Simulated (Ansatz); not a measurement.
**Co2Rh2C: relaxing a made-up structure**

This structure for Co2Rh2C is made up. Its elements were placed in a known structure type with a cell scaled to their sizes. What cell does the guess relax to, and how far off was it?

Method: DFT, PBEsol, plane-wave PAW, files of the set soft_1, scalar-relativistic, ferromagnetic start, cell and ions relaxed at zero pressure; PAW set soft_1, in Ansatz 0.2.0.

### 1. Set-up

The structure is tetragonal, space group P4/mmm (No. 123). The conventional cell has a = 3.754 Å, b = 3.754 Å, c = 3.864 Å, α = 90.00°, β = 90.00°, γ = 90.00°. Nearest to Rh lie 2 C at 1.93 Å and 4 Rh at 2.65 Å and 8 Co at 2.69 Å. Rh has 4 Rh at 2.65 Å and 8 Co at 2.69 Å nearest. Co has 2 C at 1.88 Å and 4 Co at 2.65 Å and 8 Rh at 2.69 Å nearest. Nearest to C lie 4 Co at 1.88 Å and 2 Rh at 1.93 Å. Farther neighbours are not listed.

### 2. Relaxing cell and atoms

The guessed cell has no reason to be at equilibrium. It is relaxed with the atoms, within the space group of the guess.

Contents of input.yaml:

```yaml
crystal:
  lattice:
    - [3.754, 0.0, 0.0]
    - [0.0, 3.754, 0.0]
    - [0.0, 0.0, 3.864]
  atoms:
    - { symbol: Rh, position: [0.5, 0.5, 0.0], spin: 0.6 }
    - { symbol: Rh, position: [0.0, 0.0, 0.0], spin: 0.6 }
    - { symbol: Co, position: [0.0, 0.5, 0.5], spin: 2.0 }
    - { symbol: Co, position: [0.5, 0.0, 0.5], spin: 2.0 }
    - { symbol: C, position: [0.5, 0.5, 0.5] }
magnetization:
  spin_polarized: true
kpoints:
  mp_grid: { grid: [7, 7, 7] }
scf:
  occupations: { method: fermi_dirac, width: 0.05 }
hamiltonian:
  xc: pbesol
  pseudopotentials: { kind: paw, azcp: { folder: soft_1 }, xc_functional: pbe }
relax:
  f_tol: 0.015
  max_steps: 70
  cell: {}
output:
  forces: true
  stress: true
```

Command:

```console
> ansatz run input.yaml --threads 4 --pin off --max-ram 8192MiB --backend cpu --events-out ev --progress --plain --runs-dir out
```

Numbers of over 12 decimals in the logs are rounded to 6 here.

The log of the run:

```text
Engine: ansatz 0.2.0, aarch64-unknown-linux-gnu
Pseudopotentials: kind: paw
Pseudopotential: Rh, paw, valence charge 17, recommended cutoff 420 eV (normal), soft_1/Rh.paw.azcp
Pseudopotential: Co, paw, valence charge 17, recommended cutoff 420 eV (normal), soft_1/Co.paw.azcp
Pseudopotential: C, paw, valence charge 4, recommended cutoff 420 eV (normal), soft_1/C.paw.azcp
Functional definition: PBEsol
  exchange = pbesol_x
  correlation = pbesol_c
Crystal: 5 atoms, lattice volume = 54.453 Å³
Basis set: ecut = 420 eV, 1045 PW (Γ), exchange–correlation on 54×54×54 points (8 copies of the dense FFT grid, shifted against one another)
Bands: 47, of which v1, the nominal top of the filled ones, is band 36 counted from 1 (35 counted from 0)
Symmetry: 16 space group operations
Space group: P4/mmm (ITA 123), of the structure as read, at distance tolerance 3.8e-5 Å
Magnetic group: BNS 123.339 (UNI 999), of the structure as read, at distance tolerance 3.8e-5 Å
k-points: 40 of 343
Non-local potential: Rh, projectors of the file, l = 0: 3, l = 1: 2, l = 2: 2, l = 3: 1
Non-local potential: Co, projectors of the file, l = 0: 3, l = 1: 2, l = 2: 3, l = 3: 1
Non-local potential: C, projectors of the file, l = 0: 2, l = 1: 2, l = 2: 1
PAW form: soft (Blöchl's): semilocal exchange-correlation on the pseudo side does not see the compensation charge
PAW frozen core: Rh, regenerated for the run's functional, and the local potential with it (the file was generated under x = pbe(κ = 0.804, μ = 0.219515), c = pbe(β = 0.066725))
PAW frozen core: Co, regenerated for the run's functional, and the local potential with it (the file was generated under x = pbe(κ = 0.804, μ = 0.219515), c = pbe(β = 0.066725))
PAW frozen core: C, regenerated for the run's functional, and the local potential with it (the file was generated under x = pbe(κ = 0.804, μ = 0.219515), c = pbe(β = 0.066725))
PAW one-centre angular grid: Rh, 590 points (default); XC on 64 Gauss nodes
PAW one-centre angular grid: Co, 590 points (default); XC on 64 Gauss nodes
PAW one-centre angular grid: C, 110 points (default); XC on 64 Gauss nodes
Initial density: superposition of atomic densities (chi_scale 0.1, normalization cell, long waves kept (reshape's long-wave potential 0.00 eV rms))
Starting moments: Σ|m| = 5.2 μB on 4 of 5 sites
Initial wavefunctions: pseudopotential atomic-orbital guess
Functional: x = pbesol(κ = 0.804, μ = 0.123457), c = pbesol(β = 0.046)
SCF iter   1: F=—  HF=-23110.321700 eV  |F-HF|=—  |Δ(HF+E_count)|=         —  Δρ=7.10e-2 (↑6.02e-2 ↓7.10e-2)  dr2=1.07e1  dr2_m=1.29e-1  M=4.798 μB ∫|m|=4.898 μB  β_m=0.30  ethr=3.10e-3  ⟨swp⟩=5.8  Hψ=12109  notcnv=0  defer=14
Mixer restart at iter 1: flushing history
preconditioner: auto → Kerker (q_TF=auto, 2.858 Å⁻¹)  [metal: Δε(μ)=0.011 eV  Ē_g=9.095 eV  σ=0.050 eV  W_gap=0.05  n_scr=18 (ndim 8)  ℏωp=31.8 eV  f_vac=0.000  D(μ)=6.75/eV (n_scr^D=92)]
spin=Collinear: Kerker preconditioning applied to the charge; magnetization (m = ρ↑ − ρ↓) channel mixes plain (no charge-response kernel on spin).
SCF iter   2: F=—  HF=-23107.590762 eV  |F-HF|=—  |Δ(HF+E_count)|=    2.73e0  Δρ=3.85e-2 (↑3.74e-2 ↓3.85e-2)  dr2=4.11e0  dr2_m=4.60e-2  M=4.656 μB ∫|m|=4.790 μB  β_m=0.42  ethr=3.10e-3  ⟨swp⟩=2.1  Hψ=6434  notcnv=0  defer=199
SCF iter   3: F=—  HF=-23108.180495 eV  |F-HF|=—  |Δ(HF+E_count)|=   5.90e-1  Δρ=2.20e-2 (↑1.29e-2 ↓2.20e-2)  dr2=6.08e-1  dr2_m=6.37e-2  M=4.413 μB ∫|m|=4.607 μB  β_m=0.51  ethr=3.10e-3  ⟨swp⟩=2.4  Hψ=6282  notcnv=0  defer=203
SCF iter   4: F=—  HF=-23108.636470 eV  |F-HF|=—  |Δ(HF+E_count)|=   4.56e-1  Δρ=2.91e-2 (↑8.22e-3 ↓2.91e-2)  dr2=6.06e-1  dr2_m=1.00e-1  M=4.174 μB ∫|m|=4.416 μB  β_m=0.25  ethr=8.45e-4  ⟨swp⟩=2.0  Hψ=4733  notcnv=0  defer=213
SCF iter   5: F=—  HF=-23108.809904 eV  |F-HF|=—  |Δ(HF+E_count)|=   1.73e-1  Δρ=1.41e-2 (↑1.41e-2 ↓8.22e-3)  dr2=6.79e-2  dr2_m=4.81e-2  M=4.058 μB ∫|m|=4.308 μB  β_m=0.60  ethr=8.42e-4  ⟨swp⟩=2.4  Hψ=5642  notcnv=0  defer=213
SCF iter   6: F=—  HF=-23108.848004 eV  |F-HF|=—  |Δ(HF+E_count)|=         —  Δρ=1.35e-2 (↑1.35e-2 ↓7.63e-3)  dr2=1.59e-2  dr2_m=5.43e-2  M=3.673 μB ∫|m|=3.932 μB  β_m=0.60  ethr=9.43e-5  ⟨swp⟩=2.4  Hψ=6491  notcnv=0  defer=214
Mixer restart at iter 6: flushing history
SCF iter   7: F=—  HF=-23108.847450 eV  |F-HF|=—  |Δ(HF+E_count)|=   5.54e-4  Δρ=7.62e-3 (↑4.71e-3 ↓7.62e-3)  dr2=3.79e-3  dr2_m=1.87e-2  M=3.634 μB ∫|m|=3.888 μB  β_m=0.80  ethr=2.21e-5  ⟨swp⟩=2.0  Hψ=6418  notcnv=0  defer=214
SCF iter   8: F=—  HF=-23108.851925 eV  |F-HF|=—  |Δ(HF+E_count)|=   4.48e-3  Δρ=7.10e-3 (↑7.10e-3 ↓2.10e-3)  dr2=2.57e-2  dr2_m=4.09e-3  M=3.574 μB ∫|m|=3.828 μB  β_m=0.76  ethr=5.26e-6  ⟨swp⟩=2.3  Hψ=7488  notcnv=0  defer=214
SCF iter   9: F=—  HF=-23108.845937 eV  |F-HF|=—  |Δ(HF+E_count)|=   5.99e-3  Δρ=1.37e-3 (↑3.65e-4 ↓1.37e-3)  dr2=1.05e-3  dr2_m=1.85e-4  M=3.547 μB ∫|m|=3.796 μB  β_m=0.88  ethr=5.26e-6  ⟨swp⟩=2.0  Hψ=7445  notcnv=0  defer=213
SCF iter  10: F=—  HF=-23108.845916 eV  |F-HF|=—  |Δ(HF+E_count)|=   2.03e-5  Δρ=4.24e-4 (↑2.43e-4 ↓4.24e-4)  dr2=2.36e-4  dr2_m=5.92e-6  M=3.532 μB ∫|m|=3.779 μB  β_m=0.82  ethr=1.46e-6  ⟨swp⟩=1.4  Hψ=4240  notcnv=0  defer=213
SCF iter  11: F=—  HF=-23108.845872 eV  |F-HF|=—  |Δ(HF+E_count)|=   4.44e-5  Δρ=1.98e-4 (↑5.94e-5 ↓1.98e-4)  dr2=1.76e-5  dr2_m=3.45e-6  M=3.530 μB ∫|m|=3.778 μB  β_m=0.91  ethr=3.28e-7  ⟨swp⟩=2.0  Hψ=4575  notcnv=0  defer=213
SCF iter  12: F=—  HF=-23108.845877 eV  |F-HF|=—  |Δ(HF+E_count)|=   5.61e-6  Δρ=1.40e-4 (↑4.67e-5 ↓1.40e-4)  dr2=1.30e-5  dr2_m=1.24e-6  M=3.533 μB ∫|m|=3.780 μB  β_m=0.96  ethr=2.45e-8  ⟨swp⟩=2.0  Hψ=4761  notcnv=0  defer=213
SCF iter  13: F=—  HF=-23108.845878 eV  |F-HF|=—  |Δ(HF+E_count)|=   6.49e-7  Δρ=2.04e-5 (↑1.41e-5 ↓2.04e-5)  dr2=5.10e-7  dr2_m=1.26e-8  M=3.534 μB ∫|m|=3.781 μB  β_m=0.94  ethr=1.80e-8  ⟨swp⟩=2.0  Hψ=4472  notcnv=0  defer=213
SCF iter  14: F=—  HF=-23108.845878 eV  |F-HF|=—  |Δ(HF+E_count)|=   4.13e-8  Δρ=3.98e-6 (↑2.12e-6 ↓3.98e-6)  dr2=1.44e-8  dr2_m=2.12e-9  M=3.534 μB ∫|m|=3.781 μB  β_m=0.87  ethr=7.09e-10  ⟨swp⟩=2.0  Hψ=4516  notcnv=0  defer=213
SCF iter  15: F=-23108.845878 eV  HF=-23108.845878 eV  |F-HF|=5.20e-8  |Δ(HF+E_count)|=   6.52e-9  Δρ=7.32e-6 (↑2.27e-6 ↓7.32e-6)  dr2=5.61e-8  dr2_m=3.75e-9  M=3.534 μB ∫|m|=3.781 μB  ethr=2.00e-11  ⟨swp⟩=2.1  Hψ=10019  notcnv=0
SCF 1 converged in 15 iterations: F = -23108.845878 eV  dr2 = 5.61e-8
  greatest PAW one-centre occupation: 1.001 electrons in one spin orbital (limit 2), on the Co atom at site 2 (counted from 0), in its partial waves of l = 1
[...]
SCF 3 converged in 13 iterations: F = -23108.886297 eV  dr2 = 1.26e-7
relax step   3: F+E_penalty+E_count = -23108.88629740 eV  Δ(F+E_penalty+E_count) = -1.974e-3 eV  max|allowed force component| = 9.159e-29 eV/Å  Δτ_max = 0.0000 Å  P = +0.125 GPa  Ω = 56.038 Å³  energy of the carried Pulay correction = -1.611e-3 eV  (13 SCF iters, dr2 threshold 5.00e-7 eV, accepted)
[...]
relax step   4: F+E_penalty+E_count = -23108.88629224 eV  Δ(F+E_penalty+E_count) = +5.152e-6 eV  max|allowed force component| = 1.818e-28 eV/Å  Δτ_max = 0.0000 Å  P = +0.004 GPa  Ω = 56.070 Å³  energy of the carried Pulay correction = -1.644e-3 eV  (9 SCF iters, dr2 threshold 8.86e-8 eV, accepted)
Initial wavefunctions: pseudopotential atomic-orbital guess (no wavefunctions were taken with the density)
iter 1 solved again at ethr=1.16e-7 eV; its pass at ethr=3.10e-3 eV (dr2=8.37e-5 eV) is discarded
SCF iter   1: F=—  HF=-23108.887425 eV  |F-HF|=—  |Δ(HF+E_count)|=         —  Δρ=7.72e-4 (↑7.72e-4 ↓6.80e-4)  dr2=2.76e-5  dr2_m=1.54e-6  M=3.804 μB ∫|m|=4.065 μB  β_m=0.65  ethr=1.16e-7  ⟨swp⟩=3.0  Hψ=22406  notcnv=0
preconditioner: auto → none  [metal: Δε(μ)=0.003 eV  Ē_g=8.846 eV  σ=0.050 eV  W_gap=0.02  n_scr=6 (ndim 8)  ℏωp=31.4 eV  f_vac=0.000  D(μ)=6.69/eV (n_scr^D=88)]
SCF iter   2: F=—  HF=-23108.888038 eV  |F-HF|=—  |Δ(HF+E_count)|=   6.12e-4  Δρ=2.78e-4 (↑2.78e-4 ↓2.40e-4)  dr2=9.39e-6  dr2_m=3.49e-7  M=3.804 μB ∫|m|=4.064 μB  β_m=0.54  ethr=3.83e-8  ⟨swp⟩=2.2  Hψ=4712  notcnv=0
SCF iter   3: F=—  HF=-23108.888106 eV  |F-HF|=—  |Δ(HF+E_count)|=   6.82e-5  Δρ=1.45e-4 (↑1.45e-4 ↓1.14e-4)  dr2=5.91e-6  dr2_m=3.78e-7  M=3.804 μB ∫|m|=4.065 μB  β_m=0.45  ethr=1.30e-8  ⟨swp⟩=2.1  Hψ=6241  notcnv=0
SCF iter   4: F=—  HF=-23108.888122 eV  |F-HF|=—  |Δ(HF+E_count)|=   1.63e-5  Δρ=1.46e-5 (↑9.46e-6 ↓1.46e-5)  dr2=8.18e-8  dr2_m=2.30e-8  M=3.804 μB ∫|m|=4.065 μB  β_m=0.53  ethr=8.21e-9  ⟨swp⟩=2.0  Hψ=4937  notcnv=0
SCF iter   5: F=—  HF=-23108.888122 eV  |F-HF|=—  |Δ(HF+E_count)|=   2.20e-7  Δρ=1.04e-5 (↑1.04e-5 ↓9.20e-6)  dr2=2.10e-8  dr2_m=4.28e-8  M=3.804 μB ∫|m|=4.065 μB  β_m=0.69  ethr=1.14e-10  ⟨swp⟩=2.0  Hψ=5473  notcnv=0
SCF iter   6: F=—  HF=-23108.888122 eV  |F-HF|=—  |Δ(HF+E_count)|=   1.04e-7  Δρ=9.52e-6 (↑7.17e-6 ↓9.52e-6)  dr2=6.11e-8  dr2_m=2.71e-8  M=3.804 μB ∫|m|=4.065 μB  β_m=0.67  ethr=2.91e-11  ⟨swp⟩=2.0  Hψ=5908  notcnv=0
SCF iter   7: F=—  HF=-23108.888122 eV  |F-HF|=—  |Δ(HF+E_count)|=   1.47e-8  Δρ=6.68e-6 (↑6.68e-6 ↓5.15e-6)  dr2=7.08e-8  dr2_m=7.72e-10  M=3.805 μB ∫|m|=4.065 μB  β_m=0.60  ethr=2.91e-11  ⟨swp⟩=2.6  Hψ=7051  notcnv=0
SCF iter   8: F=—  HF=-23108.888122 eV  |F-HF|=—  |Δ(HF+E_count)|=   7.26e-9  Δρ=2.27e-6 (↑1.92e-6 ↓2.27e-6)  dr2=1.16e-8  dr2_m=1.63e-10  M=3.805 μB ∫|m|=4.065 μB  β_m=0.50  ethr=2.91e-11  ⟨swp⟩=2.0  Hψ=6395  notcnv=0
SCF iter   9: F=—  HF=-23108.888122 eV  |F-HF|=—  |Δ(HF+E_count)|=   6.30e-9  Δρ=1.09e-6 (↑6.59e-7 ↓1.09e-6)  dr2=1.54e-9  dr2_m=9.66e-11  M=3.805 μB ∫|m|=4.065 μB  β_m=0.75  ethr=1.62e-11  ⟨swp⟩=2.0  Hψ=5152  notcnv=0
SCF iter  10: F=—  HF=-23108.888128 eV  |F-HF|=—  |Δ(HF+E_count)|=   5.71e-6  Δρ=1.00e-6 (↑1.00e-6 ↓1.00e-6)  dr2=1.09e-9  dr2_m=3.08e-11  M=3.805 μB ∫|m|=4.065 μB  β_m=0.64  ethr=2.14e-12  ⟨swp⟩=3.0  Hψ=7799  notcnv=0
SCF iter  11: F=—  HF=-23108.888128 eV  |F-HF|=—  |Δ(HF+E_count)|=  6.18e-11  Δρ=8.29e-7 (↑8.26e-7 ↓8.29e-7)  dr2=6.38e-10  dr2_m=2.41e-11  M=3.805 μB ∫|m|=4.065 μB  β_m=0.82  ethr=1.51e-12  ⟨swp⟩=1.1  Hψ=3765  notcnv=0
SCF iter  12: F=—  HF=-23108.888128 eV  |F-HF|=—  |Δ(HF+E_count)|=  4.00e-10  Δρ=4.20e-7 (↑2.87e-7 ↓4.20e-7)  dr2=1.98e-10  dr2_m=6.39e-12  M=3.804 μB ∫|m|=4.065 μB  β_m=0.74  ethr=1.00e-12  ⟨swp⟩=2.0  Hψ=5371  notcnv=0
SCF iter  13: F=—  HF=-23108.888128 eV  |F-HF|=—  |Δ(HF+E_count)|=  1.09e-11  Δρ=1.32e-7 (↑1.05e-7 ↓1.32e-7)  dr2=2.75e-11  dr2_m=8.76e-13  M=3.805 μB ∫|m|=4.065 μB  β_m=0.70  ethr=1.00e-12  ⟨swp⟩=2.0  Hψ=4711  notcnv=0
SCF iter  14: F=—  HF=-23108.888128 eV  |F-HF|=—  |Δ(HF+E_count)|=  1.09e-11  Δρ=9.46e-8 (↑6.91e-8 ↓9.46e-8)  dr2=1.19e-11  dr2_m=4.88e-13  M=3.805 μB ∫|m|=4.065 μB  β_m=0.85  ethr=1.00e-12  ⟨swp⟩=1.0  Hψ=3760  notcnv=0
SCF iter  15: F=—  HF=-23108.888128 eV  |F-HF|=—  |Δ(HF+E_count)|=  7.28e-12  Δρ=1.76e-7 (↑1.10e-7 ↓1.76e-7)  dr2=6.67e-11  dr2_m=1.04e-12  M=3.805 μB ∫|m|=4.065 μB  β_m=0.92  ethr=1.00e-12  ⟨swp⟩=1.0  Hψ=3760  notcnv=0
SCF iter  16: F=-23108.888128 eV  HF=-23108.888128 eV  |F-HF|=7.28e-12  |Δ(HF+E_count)|=  7.28e-12  Δρ=5.35e-8 (↑3.63e-8 ↓5.35e-8)  dr2=7.39e-12  dr2_m=6.61e-14  M=3.805 μB ∫|m|=4.065 μB  ethr=1.00e-12  ⟨swp⟩=2.0  Hψ=9266  notcnv=0
SCF 5 converged in 16 iterations: F = -23108.888128 eV  dr2 = 7.39e-12
relax step   5: F+E_penalty+E_count = -23108.88812819 eV  Δ(F+E_penalty+E_count) = -1.836e-3 eV  max|allowed force component| = 1.818e-28 eV/Å  Δτ_max = 0.0000 Å  P = +0.032 GPa  Ω = 56.070 Å³  stress off target by 4.65e-2 GPa  SCF on the basis re-selected at this cell (its energy is not comparable with the rows above)  (16 SCF iters)
basis re-selected at this cell: Δ(F+E_penalty+E_count) = -1.836e-3 eV, ΔP = +0.029 GPa vs the last step (what re-selecting the basis moved, of the pressure what is left beyond the Pulay correction that the steps carried, after the strain that the cell walked since its last selection, with what the two solves' SCF thresholds leave and, on support functions, any second-order correction that the steps lacked; it is no m [...]
SCF converged after 16 iterations
Magnetization: 3.8045 μB (37.9023 up, 34.0977 down)
Absolute magnetization: 4.0660 μB (∫|ρ↑−ρ↓|, with the PAW one-centre terms)
Spin contamination: 0.0716 ħ² per cell (⟨S²⟩ above its minimum at these occupations)
Per-site moments (μB) at R_I (Å): [(0.310724, 0.808246), (0.838027, 1.103317), (1.269702, 0.780163), (1.269702, 0.780163), (-0.032067, 0.780163)]
Free energy (F): -23108.888128 eV
Harris-Foulkes:  -23108.888128 eV  (|F-HF|=7.28e-12)
Internal energy: -23108.832262 eV  (E = F + TS)
E sigma→0 (E₀):  -23108.860195 eV
Entropy (-TS):   -0.055867 eV (-11.173 meV/atom)
Fermi energy:    19.353404 eV
--- Per-component energies (eV) ---
  E_band       = -696.701517
  E_kinetic    = 1747.821753
  E_local      = -8827.110267  (includes V_loc(G=0)·N_el)
  E_nonlocal   = 1500.996255
  E_hartree    = 3689.937339
  E_xc         = -631.711517
  E_vxc        = -800.504567  (∫ρ·V_xc dr)
  E_paw        = -10256.396343  (= ΣΔE_a)
  E_vpaw       = -1697.779659  (= ΣTr[D̂ρ^β])
  E_aug_tail   = 0.000317  (compensation charges beyond the density's cutoff)
  E_ewald      = -10333.320139
  E_core_change = 0.950341  (= ΣΔE_core)
  E_smearing   = -0.055867  (= −TS)
  E_closure    = -0.000000  (closes the sum)
  Σ components = -23108.888128   (vs F -23108.888128, Δ=0.00e0)
--- Forces (eV/Å), atoms counted from 1 ---
  atom   1  Rh    -0.00000000    -0.00000000     0.00000000
  atom   2  Rh     0.00000000     0.00000000     0.00000000
  atom   3  Co    -0.00000000     0.00000000     0.00000000
  atom   4  Co     0.00000000    -0.00000000     0.00000000
  atom   5  C     -0.00000000    -0.00000000     0.00000000
  max |Σ_I F_I| component: 3.91e-28 eV/Å
--- Stress (GPa, compression-positive) ---
        0.046467       0.000000       0.000000
        0.000000       0.046467       0.000000
        0.000000       0.000000       0.003958
  P = ⅓ Tr σ = 0.0323 GPa (0.323 kbar)
--- Relaxed structure (4 steps of the walk, 4 accepted, 1 SCFs on fresh bases) ---
  F+E_penalty+E_count = -23108.88812819 eV   max|allowed force component| = 1.818e-28 eV/Å   (the final SCF, on the basis selected at the relaxed cell)
  cell:  # Å, volume = 56.0702 Å³
    - [3.782608, 0, 0.0]
    - [0, 3.782608, 0.0]
    - [0.0, 0.0, 3.918770]
  atoms:
    - { symbol: Rh, position: [0.500000, 0.500000, 0.0] }
    - { symbol: Rh, position: [0, 0, 0.0] }
    - { symbol: Co, position: [0, 0.500000, 0.5] }
    - { symbol: Co, position: [0.500000, 0, 0.5] }
    - { symbol: C, position: [0.500000, 0.500000, 0.5] }
```

Wall time 18 s (4 threads of Arm Neoverse V2, shared host); peak memory 0.49 GiB; 69 s of CPU time.

The steps of the relaxation:

| step | energy less that of the first step (eV) | largest force component (eV/Å) | pressure (GPa) | volume (Å³) |
| --- | --- | --- | --- | --- |
| 1 | 0.0000 | 0.0000 | 7.95 | 54.45 |
| 2 | -0.0384 | 0.0000 | 1.86 | 55.66 |
| 3 | -0.0404 | 0.0000 | 0.13 | 56.04 |
| 4 | -0.0404 | 0.0000 | 0.00 | 56.07 |
| 5* | -0.0422 | 0.0000 | 0.03 | 56.07 |

Relaxation steps marked * repeat the geometry before them on a plane-wave basis chosen anew for their cell, so energy and pressure can jump there.

The run keeps the 16 symmetry operations that it works with, so distortions that break them were not tested.

| conventional cell, symmetrised | before | after | change |
| --- | --- | --- | --- |
| a (Å) | 3.754 | 3.783 | +0.8 % |
| b (Å) | 3.754 | 3.783 | +0.8 % |
| c (Å) | 3.864 | 3.919 | +1.4 % |
| volume (Å³/atom) | 10.89 | 11.21 | +3.0 % |

The relaxed structure:

```cif
data_structure
_symmetry_space_group_name_H-M 'P 1'
_symmetry_Int_Tables_number 1
_cell_length_a 3.7826
_cell_length_b 3.7826
_cell_length_c 3.9188
_cell_angle_alpha 90.000
_cell_angle_beta 90.000
_cell_angle_gamma 90.000
_cell_volume 56.07
loop_
_atom_site_label
_atom_site_type_symbol
_atom_site_fract_x
_atom_site_fract_y
_atom_site_fract_z
_atom_site_occupancy
Rh1 Rh 0.50000 0.50000 0.00000 1
Rh2 Rh 0.00000 0.00000 0.00000 1
Co3 Co 0.00000 0.50000 0.50000 1
Co4 Co 0.50000 0.00000 0.50000 1
C5 C 0.50000 0.50000 0.50000 1
```

This step gave:

```yaml
free_energy: -23108.8881 eV
energy_at_zero_smearing: -23108.8602 eV
smearing_term_ts: 0.05587 eV
fermi_energy: 19.35 eV
magnetization: 3.805 μB
absolute_magnetization: 4.066 μB
site_moments: 0.3107, 0.8380, 1.270, 1.270, -0.03207 μB
electrons: 72
symmetry_operations: 16
pressure: 0.03230 GPa
```

Site moment by atom:

```
atom  site moment (μB)
 Rh1              0.31
 Rh2              0.84
 Co3              1.27
 Co4              1.27
  C5             -0.03
```

The shortest distance of each pair, which need not be the same contact before and after:

```csv
pair,guess (Å),relaxed (Å)
C–Co,1.877,1.891
C–Rh,1.932,1.959
Rh–Rh,2.654,2.675
Co–Co,2.654,2.675
Co–Rh,2.694,2.723
```

The relaxation ends with a pressure of 0.03 GPa.

### 3. Summary of results

```yaml
space_group_relaxed: P4/mmm
conventional_cell: a = 3.783, b = 3.783, c = 3.919 Å; α = 90.0°, β = 90.0°, γ = 90.0°
volume_per_atom: 11.21 Å³ (guess 10.89)
total_moment: 3.80 μB in the cell of 5 atoms
```

In words: Co2Rh2C relaxes to P4/mmm with a = 3.783, b = 3.783 and c = 3.919 Å. The guessed volume was 3 % too small. The space group P4/mmm was held in the relaxation, so the end point is a stationary structure within it and may be a saddle against distortions or other arrangements. The input starts from parallel moments, and no other start was typed. Mesh and cutoff weren't tested. No dispersion term is used, so weakly bound directions may come out too long. Nothing here tests whether the compound is stable against decomposition.

[Logs are printed without paths, hosts, clocks, repeated set-up lines and the standing remarks that a program may print on its own settings, such as how far it seeks lower states.]

[Hosts, paths, dates, database ids (printed as entryN), source tags and the programs' standing remarks are cut or masked in the printed files.]
